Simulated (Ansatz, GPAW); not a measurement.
# Dielectric function and optical constants of KGeF3 (model structure), part 2 of 2

Wanted: where KGeF3 (model structure) starts to absorb, how strongly, and its refractive index. The cell was made here by substitution or stacking, whether or not such a phase is known. It was built so: All Pb replaced by Ge and Rb replaced by K in the Pm-3m structure of RbPbF3. The cell is first relaxed with Ansatz.

GPAW 26.7.0; DFT, LDA, plane-wave PAW (GPAW data sets), scalar-relativistic, RPA, optical limit.

So far: The structure; Relaxation.

## 3. Ground state

First the ground state: is it a metal or has it a gap?

This step: DFT, LDA, plane-wave PAW (GPAW data sets), scalar-relativistic, ground state (GPAW 26.7.0).

gs.py reads:

```python
from ase import Atoms
from ase.dft.bandgap import bandgap
from gpaw import GPAW, PW, FermiDirac

atoms = Atoms(['Ge', 'K', 'F', 'F', 'F'],
              cell=[[4.30288606, 0.00000000, 0.00000000],
                    [0.00000000, 4.30288606, 0.00000000],
                    [0.00000000, 0.00000000, 4.30288606]],
              scaled_positions=[[0.50000000, 0.50000000, 0.50000000],
                                [0.00000000, 0.00000000, 0.00000000],
                                [0.50000000, 0.50000000, 0.00000000],
                                [0.50000000, 0.00000000, 0.50000000],
                                [0.00000000, 0.50000000, 0.50000000]],
              pbc=[True, True, True])
atoms.calc = GPAW(mode=PW(400), xc='LDA', kpts={'size': (5, 5, 5), 'gamma': True},
                  occupations=FermiDirac(0.05), maxiter=150, txt='gs.txt')
print('energy (eV)', atoms.get_potential_energy())
print('Fermi level (eV)', atoms.calc.get_fermi_level())
print('valence electrons', atoms.calc.get_number_of_electrons())
print('gap (eV)', bandgap(atoms.calc, output=None)[0])
print('direct gap (eV)', bandgap(atoms.calc, direct=True, output=None)[0])
atoms.calc.write('gs.gpw')
```

Started as:

```bash
> OMP_NUM_THREADS=1 python gs.py
```

Numbers of over 12 decimals in the logs are rounded to 6 here.

What it wrote:

```text
__  _  _
 | _ |_)|_||  |
 |__||  | ||/\| - 26.7.0

Versions:
  Python: 3.12.14
  ASE:    3.29.0
  Numpy:  2.5.5
  Scipy:  1.18.1
  Libxc:  7.0.0

Input parameters:
  mode=PW(ecut=400.0),
  kpts=MonkhorstPack(size=(5, 5, 5), gamma=True),
  maxiter=150,
  occupations=Occupations(name='fermi-dirac', width=0.05, fixmagmom=False),
  xc=XC(name='LDA')

Diagonalizing LCAO Hamiltonian
Converting LCAO to pw mode
    .----------.
   /|          |
  / |          |
 *  |          |
 | F|   Ge     |
 |  .--F-------.
 | /    F     /
 |/          /
 K----------*

Atoms  # Å, Bohr magnetons
|   | symbol |        x |        y |        z |    initial magnetic moments |
| 0 |     Ge | 2.151443 | 2.151443 | 2.151443 | ( 0.0000,  0.0000,  0.0000) |
| 1 |      K | 0.000000 | 0.000000 | 0.000000 | ( 0.0000,  0.0000,  0.0000) |
| 2 |      F | 2.151443 | 2.151443 | 0.000000 | ( 0.0000,  0.0000,  0.0000) |
| 3 |      F | 2.151443 | 0.000000 | 2.151443 | ( 0.0000,  0.0000,  0.0000) |
| 4 |      F | 0.000000 | 2.151443 | 2.151443 | ( 0.0000,  0.0000,  0.0000) |

Unit cell  # Å
| periodic |        x |        y |        z |  lengths |    angles |
|      yes | 4.302886 | 0.000000 | 0.000000 | 4.302886 | 90.000000 |
|      yes | 0.000000 | 4.302886 | 0.000000 | 4.302886 | 90.000000 |
|      yes | 0.000000 | 0.000000 | 4.302886 | 4.302886 | 90.000000 |

Number of symmetries: 48
Symmetry operations  # r_c * U_cc + t_c -> r_c
|    | kind |            matrix            |
|  0 |  E   |  1, 0, 0,  0, 1, 0,  0, 0, 1 |
|  1 |  σ   |  1, 0, 0,  0, 1, 0,  0, 0,-1 |
|  2 |  σ   |  1, 0, 0,  0, 0, 1,  0, 1, 0 |
|  3 |  C4  |  1, 0, 0,  0, 0, 1,  0,-1, 0 |
|  4 |  C4  |  1, 0, 0,  0, 0,-1,  0, 1, 0 |
|  5 |  σ   |  1, 0, 0,  0, 0,-1,  0,-1, 0 |
|  6 |  σ   |  1, 0, 0,  0,-1, 0,  0, 0, 1 |
|  7 |  C2  |  1, 0, 0,  0,-1, 0,  0, 0,-1 |
|  8 |  σ   |  0, 1, 0,  1, 0, 0,  0, 0, 1 |
|  9 |  C2  |  0, 1, 0,  1, 0, 0,  0, 0,-1 |
| 10 |  C3  |  0, 1, 0,  0, 0, 1,  1, 0, 0 |
| 11 |  S6  |  0, 1, 0,  0, 0, 1, -1, 0, 0 |
| 12 |  S6  |  0, 1, 0,  0, 0,-1,  1, 0, 0 |
| 13 |  C3  |  0, 1, 0,  0, 0,-1, -1, 0, 0 |
| 14 |  C4  |  0, 1, 0, -1, 0, 0,  0, 0, 1 |
| 15 |  S4  |  0, 1, 0, -1, 0, 0,  0, 0,-1 |
| 16 |  C3  |  0, 0, 1,  1, 0, 0,  0, 1, 0 |
| 17 |  S6  |  0, 0, 1,  1, 0, 0,  0,-1, 0 |
| 18 |  σ   |  0, 0, 1,  0, 1, 0,  1, 0, 0 |
| 19 |  C4  |  0, 0, 1,  0, 1, 0, -1, 0, 0 |
| 20 |  C2  |  0, 0, 1,  0,-1, 0,  1, 0, 0 |
| 21 |  S4  |  0, 0, 1,  0,-1, 0, -1, 0, 0 |
| 22 |  S6  |  0, 0, 1, -1, 0, 0,  0, 1, 0 |
| 23 |  C3  |  0, 0, 1, -1, 0, 0,  0,-1, 0 |
| 24 |  S6  |  0, 0,-1,  1, 0, 0,  0, 1, 0 |
| 25 |  C3  |  0, 0,-1,  1, 0, 0,  0,-1, 0 |
| 26 |  C4  |  0, 0,-1,  0, 1, 0,  1, 0, 0 |
| 27 |  σ   |  0, 0,-1,  0, 1, 0, -1, 0, 0 |
| 28 |  S4  |  0, 0,-1,  0,-1, 0,  1, 0, 0 |
| 29 |  C2  |  0, 0,-1,  0,-1, 0, -1, 0, 0 |
| 30 |  C3  |  0, 0,-1, -1, 0, 0,  0, 1, 0 |
| 31 |  S6  |  0, 0,-1, -1, 0, 0,  0,-1, 0 |
| 32 |  C4  |  0,-1, 0,  1, 0, 0,  0, 0, 1 |
| 33 |  S4  |  0,-1, 0,  1, 0, 0,  0, 0,-1 |
| 34 |  S6  |  0,-1, 0,  0, 0, 1,  1, 0, 0 |
| 35 |  C3  |  0,-1, 0,  0, 0, 1, -1, 0, 0 |
| 36 |  C3  |  0,-1, 0,  0, 0,-1,  1, 0, 0 |
| 37 |  S6  |  0,-1, 0,  0, 0,-1, -1, 0, 0 |
| 38 |  σ   |  0,-1, 0, -1, 0, 0,  0, 0, 1 |
| 39 |  C2  |  0,-1, 0, -1, 0, 0,  0, 0,-1 |
| 40 |  σ   | -1, 0, 0,  0, 1, 0,  0, 0, 1 |
| 41 |  C2  | -1, 0, 0,  0, 1, 0,  0, 0,-1 |
| 42 |  C2  | -1, 0, 0,  0, 0, 1,  0, 1, 0 |
| 43 |  S4  | -1, 0, 0,  0, 0, 1,  0,-1, 0 |
| 44 |  S4  | -1, 0, 0,  0, 0,-1,  0, 1, 0 |
| 45 |  C2  | -1, 0, 0,  0, 0,-1,  0,-1, 0 |
| 46 |  C2  | -1, 0, 0,  0,-1, 0,  0, 0, 1 |
| 47 |  i   | -1, 0, 0,  0,-1, 0,  0, 0,-1 |

BZ-sampling:
  Number of BZ points: 125
  Number of IBZ points: 10

  Monkhorst-Pack size: [5, 5, 5]
  Monkhorst-Pack shift: [0, 0, 0]

K-points  # in reciprocal-cell coordinates
|   |                                coordinates |     weight |
| 0 | (  0.00000000,   0.00000000,   0.00000000) | 0.00800000 |
| 1 | (  0.20000000,   0.00000000,   0.00000000) | 0.04800000 |
| 2 | (  0.20000000,   0.20000000,   0.00000000) | 0.09600000 |
| 3 | (  0.20000000,   0.20000000,   0.20000000) | 0.06400000 |
| 4 | (  0.40000000,   0.00000000,   0.00000000) | 0.04800000 |
| 5 | (  0.40000000,   0.20000000,   0.00000000) | 0.19200000 |
| 6 | (  0.40000000,   0.20000000,   0.20000000) | 0.19200000 |
| 7 | (  0.40000000,   0.40000000,   0.00000000) | 0.09600000 |
| 8 | (  0.40000000,   0.40000000,   0.20000000) | 0.19200000 |
| 9 | (  0.40000000,   0.40000000,   0.40000000) | 0.06400000 |

Plane wave coefficients: 1462
Cutoff: 400.0 eV

Spin-components: 1 (collinear spins)
Bands:           21
Projectors:      25
Spin-degeneracy: 2
Datatype:        complex128

Parallelization:
  kpt:    1
  domain: 1
  band:   1

Density:
  Valence electrons: 34.0
  Components: 1
  Grid points: [20 20 20]
  Charge: 0.0  # |e|

Potential:
  Grid points: [20 20 20]

species:
  Ge:
    name:    Germanium
    id:
    Z:       32.0
    valence: 4
    core:    28
    charge:  0.0  # [|e|]
    compensation charges:
      type: gauss
      rc: 0.32  # [Å]
      lmax: 2
    cutoffs:
      filter: 1.77  # [Å]
      core: 3.42  # [Å]
    projectors
    | kind |    occ | energy [eV] | rcut [Å] |
    |   4s |  2.000 |     -11.940 |    1.005 |
    |   4p |  2.000 |      -4.047 |    1.005 |
    |    s |        |      15.272 |    1.005 |
    |    p |        |      23.164 |    1.005 |
    |    d |        |       0.000 |    1.005 |

    Using partial waves for Ge as LCAO basis

  K:
    name:    Potassium
    id:
    Z:       19.0
    valence: 9
    core:    10
    charge:  0.0  # [|e|]
    compensation charges:
      type: gauss
      rc: 0.35  # [Å]
      lmax: 2
    cutoffs:
      filter: 1.91  # [Å]
      core: 1.27  # [Å]
    projectors
    | kind |    occ | energy [eV] | rcut [Å] |
    |   3s |  2.000 |     -35.177 |    1.122 |
    |   4s |  1.000 |      -2.428 |    1.122 |
    |   3p |  6.000 |     -18.839 |    1.106 |
    |    p |        |       8.373 |    1.106 |
    |    d |        |       0.000 |    0.937 |

    Using partial waves for K as LCAO basis

  F:
    name:    Fluorine
    id:
    Z:       9.0
    valence: 7
    core:    2
    charge:  0.0  # [|e|]
    compensation charges:
      type: gauss
      rc: 0.20  # [Å]
      lmax: 2
    cutoffs:
      filter: 1.14  # [Å]
      core: 0.74  # [Å]
    projectors
    | kind |    occ | energy [eV] | rcut [Å] |
    |   2s |  2.000 |     -29.647 |    0.635 |
    |   2p |  5.000 |     -11.293 |    0.635 |
    |    s |        |      -2.435 |    0.635 |
    |    p |        |      15.918 |    0.635 |
    |    d |        |       0.000 |    0.635 |

    Using partial waves for F as LCAO basis

Reference energy: -81455.364076  # eV

eigensolver:
  PPCG
  Converge bands: occupied
  niter=2

density mixing:
  MSR1-Mixer
  Pratt-step length: 0.05
  Maximum mixing coefficient: 0.75
  Old densities: 10
  SVD Regularization: 0.005
  Good broyden scale: 1.0
  Trust region scale: 1.0
  Backstep threshold: 4.0
  History deletion threshold: 6.0
  Fourier metric: weight=20.0, sigma=0.015

occupation numbers:
  Fermi-Dirac:
    width: 0.0500  # eV

poisson solver:
  ecut: 3200.0  # eV

xc functional:
  name: None

convergence criteria:
- Maximum [total energy] change in last 3 cyles: 0.0005 eV / valence electron
- Maximum integral of absolute [dens]ity change: 0.0001 electrons / valence electron
- Maximum integral of absolute [eigenst]ate change: 4e-08 eV^2 / valence electron
maximum number of iterations: 150

SCF iterations
|iter     |      energy | eigst |  dens |
|iter:   1||  -22.948805 | -0.27 |       |
|iter:   2||  -22.685035 | -2.12 | -1.14 |
|iter:   3||  -21.835618 | -1.18 | -1.19 |
|iter:   4||  -21.793489 | -2.73 | -1.59 |
|iter:   5||  -21.782351 | -3.36 | -1.90 |
|iter:   6||  -21.782348c| -5.08 | -2.81 |
|iter:   7||  -21.782359c| -6.32 | -3.39 |
|iter:   8||  -21.782360c| -7.85c| -3.94 |
|iter:   9||  -21.782360c| -8.39c| -5.17c|

Converged in 9 steps
SCF loop duration: 2.962 s (0.329 s/step)
Energy contributions relative to reference atoms: (reference = -81455.364076)

Energy contributions:
  Kinetic:           4.781591
  Coulomb:          -2.933503
  Zero:              0.004021
  External:          0.000000
  Xc:              -23.634470
  Entropy:          -0.000000
  Spinorbit:         0.000000
  ----------------------------
  Free energy:     -21.782360
  Extrapolated:    -21.782360

dipole moment: (-28.572709, -28.572709, -28.572709)  # |e|*Ang

Fermi level: 5.048
Eigenvalues  # (at kpt = [0.000, 0.000, 0.000])
| band index |      eig [eV] | occ [0-2] |
|          0 |       -26.121 |     2.000 |
|        ... |               |           |
|          9 |        -3.539 |     2.000 |
|         10 |        -1.825 |     2.000 |
|         11 |        -1.005 |     2.000 |
|         12 |        -1.005 |     2.000 |
|         13 |        -1.005 |     2.000 |
|         14 |        -0.922 |     2.000 |
|         15 |        -0.922 |     2.000 |
|         16 |        -0.922 |     2.000 |
|         17 |         7.319 |     0.000 |
|         18 |        10.396 |     0.000 |
|         19 |        10.396 |     0.000 |
|         20 |        10.396 |     0.000 |

Gap: 2.661 eV
Transition (v -> c):
  (s=0, k=9, n=16, [0.40, 0.40, 0.40]) -> (s=0, k=9, n=17, [0.40, 0.40, 0.40])
No difference between direct/indirect transitions

--- standard output ---
energy (eV) -21.782360
Fermi level (eV) 5.047684
valence electrons 34.0
gap (eV) 2.661409
direct gap (eV) 2.661409
```

Wall time 4.2 s (1 thread of Arm Neoverse V2, shared host); peak memory 0.14 GiB.

Read-outs, printed or worked out from the files:

- energy: -21.78 eV
- Fermi energy: 5.048 eV
- gap on the k-mesh: 2.661 eV
- direct gap on the mesh: 2.661 eV
- electrons: 34

There is a gap, 2.66 eV on this mesh (points off the mesh can give less), so no carriers' term is needed.

## 4. Bands for the response

At the fixed density, many empty bands are solved on the mesh of the response, since the spectrum sums over them.

This step: DFT, LDA, plane-wave PAW (GPAW data sets), scalar-relativistic, bands at fixed density (GPAW 26.7.0).

nscf.py reads:

```python
from ase.dft.bandgap import bandgap
from gpaw import GPAW, FermiDirac

calc = GPAW('gs.gpw').fixed_density(kpts={'size': (6, 6, 6), 'gamma': True}, nbands=51, convergence={'bands': 45},
                                    occupations=FermiDirac(0.001), txt='nscf.txt')
print('gap (eV)', bandgap(calc, output=None)[0])
print('direct gap (eV)', bandgap(calc, direct=True, output=None)[0])
print('top band over the Fermi level (eV)', min(calc.get_eigenvalues(kpt=k)[44] for k in range(len(calc.get_ibz_k_points()))) - calc.get_fermi_level())
calc.write('full.gpw', mode='all')
```

Started as:

```bash
> OMP_NUM_THREADS=1 python nscf.py
```

What it wrote:

```text
Diagonalizing LCAO Hamiltonian
Converting LCAO to pw mode
convergence criteria:
- Maximum integral of absolute [eigenst]ate change: 4e-08 eV^2 / valence electron
maximum number of iterations: 150

SCF iterations
|iter     |      energy | eigst |  dens |
|iter:   1||             | +3.22 |       |
|iter:   2||             | +1.99 |       |
|iter:   3||             | +0.92 |       |
|iter:   4||             | -0.38 |       |
|iter:   5||             | -1.47 |       |
|iter:   6||             | -2.68 |       |
|iter:   7||             | -3.68 |       |
|iter:   8||             | -4.88 |       |
|iter:   9||             | -5.87 |       |
|iter:  10||             | -7.07 |       |
|iter:  11||             | -7.55c|       |
SCF steps: 11
  __  _  _
 | _ |_)|_||  |
 |__||  | ||/\| - 26.7.0

Versions:
  Python: 3.12.14
  ASE:    3.29.0
  Numpy:  2.5.5
  Scipy:  1.18.1
  Libxc:  7.0.0

Input parameters:
  mode=PW(ecut=400.0),
  convergence={'bands': 45},
  gpts=array([20, 20, 20]),
  kpts=MonkhorstPack(size=(6, 6, 6), gamma=True),
  maxiter=150,
  nbands=51,
  occupations=Occupations(name='fermi-dirac', width=0.001, fixmagmom=False),
  parallel={},
  xc=XC(name='LDA')

--- standard output ---
gap (eV) 1.419922
direct gap (eV) 1.419922
top band over the Fermi level (eV) 20.281429
```

It took 19 s on 1 thread; peak memory 0.17 GiB.

This step gave:

| Quantity | Value |
| --- | --- |
| gap on the k-mesh | 1.420 eV |
| direct gap on the mesh | 1.420 eV |

## 5. Dielectric function, RPA

Local fields let the induced charge screen the field inside the cell, which as a rule lowers ε, most along directions where the density is uneven.

This step: DFT, LDA, plane-wave PAW (GPAW data sets), scalar-relativistic, RPA, optical limit (GPAW 26.7.0).

df.py reads:

```python
from gpaw.response.df import DielectricFunction

df = DielectricFunction('full.gpw', frequencies={'type': 'nonlinear', 'domega0': 0.03, 'omega2': 8},
                        ecut=30,
                        eta=0.15,
                        nbands=45,
                        txt='df.txt')
for direction in ['x']:
    df.get_dielectric_function(xc='RPA', direction=direction, filename=f'df_{direction}.csv')
```

Started as:

```bash
> OMP_NUM_THREADS=1 python df.py
```

What it wrote:

```text
Using integrator: PointIntegrator
NonLinearFrequencyDescriptor(from 0.000 to 54.352 eV, 476 points)
Nonperiodic BCs:  [False False False]
Using integrator: PointIntegrator
NonLinearFrequencyDescriptor(from 0.000 to 54.352 eV, 476 points)
Nonperiodic BCs:  [False False False]

Calculating chi0 body with:
    Ground state adapter containing:
    Number of spins: 1
    Number of kpoints: 216
    Number of irreducible kpoints: 20
    Number of completely occupied states: 17
    Number of partially occupied states: 17

    Linear response parametrization:
    q_c: [0.0, 0.0, 0.0]
    Number of frequency points: 476
    Planewave cutoff: 30.0
    Number of bands: 45
    Number of planewaves: 27
    Broadening (eta): 0.15

Integrating chi0 body.

Symmetries of q_c:
    Direct symmetries (Uq -> q): 48
    Indirect symmetries (TUq -> q): 0
In total 48 allowed symmetries.

20 groups of equivalent kpoints. 90.740741% reduction.

Integral kind: spectral function

Calculating chi0 optical extensions with:
    Ground state adapter containing:
    Number of spins: 1
    Number of kpoints: 216
    Number of irreducible kpoints: 20
    Number of completely occupied states: 17
    Number of partially occupied states: 17

    Linear response parametrization:
    Number of frequency points: 476
    Planewave cutoff: 30.0
    Number of bands: 45
    Number of planewaves: 27
    Broadening (eta): 0.15
Integrating chi0 head and wings.

Symmetries of q_c:
    Direct symmetries (Uq -> q): 48
    Indirect symmetries (TUq -> q): 0
In total 48 allowed symmetries.

20 groups of equivalent kpoints. 90.740741% reduction.

Integral kind: spectral function wings
```

Run time: 4.1 s. Hardware: 1 thread; peak memory 0.24 GiB.

This step gave:

```
electronic dielectric constant ε∞, mean over x, y and z (by symmetry where fewer were run) : 4.259
```

The Im ε, E ∥ x has structure finer than the step of the table below, so its rows give means over 0.5 eV, whole bins alone (the curve runs from 0 to 15.0 eV). Peaks (eV: height): 1.42: 1.80, 2.24: 3.18, 3.14: 3.01, 3.81: 4.23, 4.61: 2.99, 8.33: 3.06, 9.75: 2.16.

Sum at mesh points, not converged in k; values under the direct gap are tails of Lorentzian lines. Table of Im ε, E ∥ x by photon energy; means over each step:

photon energy (eV), Im ε, E ∥ x and a bar:
```
      0.5       0.07 
      1.0       0.32 ##
      1.5       1.20 ###########
      2.0       1.55 ##############
      2.5       1.59 ##############
      3.0       2.63 ########################
      3.5       2.63 ########################
      4.0       3.27 ##############################
      4.5       2.52 #######################
      5.0       2.49 #######################
      5.5       1.53 ##############
      6.0       1.37 ############
      6.5       0.64 #####
      7.0       0.73 ######
      7.5       1.25 ###########
      8.0       2.12 ###################
      8.5       2.57 #######################
      9.0       1.62 ###############
      9.5       1.70 ###############
     10.0       1.43 #############
     10.5       0.81 #######
     11.0       0.95 ########
     11.5       1.08 ##########
     12.0       1.44 #############
     12.5       1.44 #############
     13.0       1.38 ############
     13.5       1.27 ###########
     14.0       1.06 #########
     14.5       0.99 #########
```

The reflectivity at normal incidence, E ∥ x has structure finer than the step of the table below, so its rows give means over 0.5 eV, whole bins alone (the curve runs from 0 to 15.0 eV). Peaks (eV: height): 1.35: 16.0, 2.17: 18.8, 2.90: 17.6, 3.81: 20.9, 4.61: 15.7, 8.39: 16.7, 9.82: 14.1.

Sum at mesh points, not converged in k. Reflectivity at normal incidence, E ∥ x against photon energy; means over each step:

```csv
photon energy (eV),"reflectivity at normal incidence, E ∥ x (%)"
0.5,12.4
1.0,14.0
1.5,13.6
2.0,16.1
2.5,12.6
3.0,16.5
3.5,15.4
4.0,17.1
4.5,13.4
5.0,14.1
5.5,8.74
6.0,6.80
6.5,2.84
7.0,5.08
7.5,8.19
8.0,11.7
8.5,14.9
9.0,9.27
9.5,8.94
10.0,10.3
10.5,3.52
11.0,3.97
11.5,4.98
12.0,7.08
12.5,7.42
13.0,7.33
13.5,7.19
14.0,5.60
14.5,4.63
```

The loss function −Im 1/ε at q → 0, E ∥ x has structure finer than the step of the table below, so its rows give means over 0.5 eV, whole bins alone (the curve runs from 0 to 15.0 eV). Peaks (eV: height): 2.32: 0.157, 4.29: 0.287, 5.61: 0.481, 6.23: 0.494, 8.96: 0.453, 10.10: 0.691, 14.04: 0.571.

Sum at mesh points, not converged in k; values under the direct gap are tails of Lorentzian lines. The loss function −Im 1/ε at q → 0, E ∥ x by energy loss; means over each step:

```csv
energy loss (eV),"loss function −Im 1/ε at q → 0, E ∥ x"
0.5,0.00345
1.0,0.0133
1.5,0.0577
2.0,0.0532
2.5,0.0970
3.0,0.111
3.5,0.128
4.0,0.218
4.5,0.235
5.0,0.315
5.5,0.441
6.0,0.378
6.5,0.272
7.0,0.130
7.5,0.142
8.0,0.182
8.5,0.326
9.0,0.439
9.5,0.354
10.0,0.601
10.5,0.467
11.0,0.354
11.5,0.278
12.0,0.344
12.5,0.413
13.0,0.455
13.5,0.526
14.0,0.556
14.5,0.499
```

The Im ε, E ∥ x has structure finer than the step of the table below, so its rows give means over 0.5 eV, whole bins alone (the curve runs from 0 to 15.0 eV). Peaks (eV: height): without local fields 1.42: 2.00, 2.21: 3.65, 3.14: 3.52, 3.81: 4.69, 4.56: 3.22, 8.33: 3.11, 9.75: 2.26; with local fields 1.42: 1.80, 2.24: 3.18, 3.14: 3.01, 3.81: 4.23, 4.61: 2.99, 8.33: 3.06, 9.75: 2.16.

Sum at mesh points, not converged in k; values under the direct gap are tails of Lorentzian lines. Table of Im ε, E ∥ x by photon energy; means over each step:

```csv
photon energy (eV),without local fields,with local fields
0.5,0.0749,0.0665
1.0,0.363,0.322
1.5,1.33,1.20
2.0,1.81,1.55
2.5,1.80,1.59
3.0,3.13,2.63
3.5,3.10,2.63
4.0,3.55,3.27
4.5,2.70,2.52
5.0,2.48,2.49
5.5,1.33,1.53
6.0,1.23,1.37
6.5,0.559,0.645
7.0,0.700,0.728
7.5,1.21,1.25
8.0,2.13,2.12
8.5,2.59,2.57
9.0,1.65,1.62
9.5,1.76,1.70
10.0,1.51,1.43
10.5,0.874,0.808
11.0,1.05,0.951
11.5,1.29,1.08
12.0,1.64,1.44
12.5,1.56,1.44
13.0,1.52,1.38
13.5,1.39,1.27
14.0,1.16,1.06
14.5,1.04,0.989
```

At chosen wavelengths:

```csv
wavelength (nm),n,k,R (%),1/α
1064,2.25,0.116,14.9,728 nm
800,1.98,0.299,11.8,213 nm
450,2.22,0.347,15.4,103 nm
405,2.09,0.672,16.4,48 nm
365,1.96,0.529,13.3,55 nm
308,1.71,0.845,15.1,29 nm
193,1.16,0.280,2.2,55 nm
```

Below the direct gap, k and the depth come from the tails of the Lorentzian lines, not from transitions.

Rows near the edge hang on the gap, which this functional as a rule makes too small, and phonon-assisted absorption is left out.

## 6. Outcome

```yaml
electronic_dielectric_constant_eps_infinity_mean_over_x_y_and_z_by_symmetry_where_fewer_were_run_rpa: 4.26
```

What this shows: At this level (LDA, RPA) KGeF3 has ε∞ = 4.26 and n = 2.13 at 1550 nm. The cell shrank by 13.2 % in volume. On the mesh the gap is 1.42 eV and the least direct gap 1.42 eV. Local fields change the static value along x from 4.55 to 4.26 (-6 %). Excitons and phonon-assisted transitions are missing; LDA gaps are as a rule too small, which pulls the onset down and ε∞ up. In this version of GPAW the matrix elements of the optical limit are incomplete, which can lower ε − 1 by up to a tenth where first-row anions or d states rule, and shift it by more in d metals. The sum runs over mesh points 0.24 Å⁻¹ apart with no interpolation, so peaks are partly noise of the mesh and static values carry its error.

[Machine, clock and banner lines and Python warnings are left out of the logs.]

[Logs are printed without paths, hosts, clocks, repeated set-up lines and the standing remarks that a program may print on its own settings, such as how far it seeks lower states.]

[Hosts, paths, dates, database ids (printed as entryN), source tags and the programs' standing remarks are cut or masked in the printed files.]
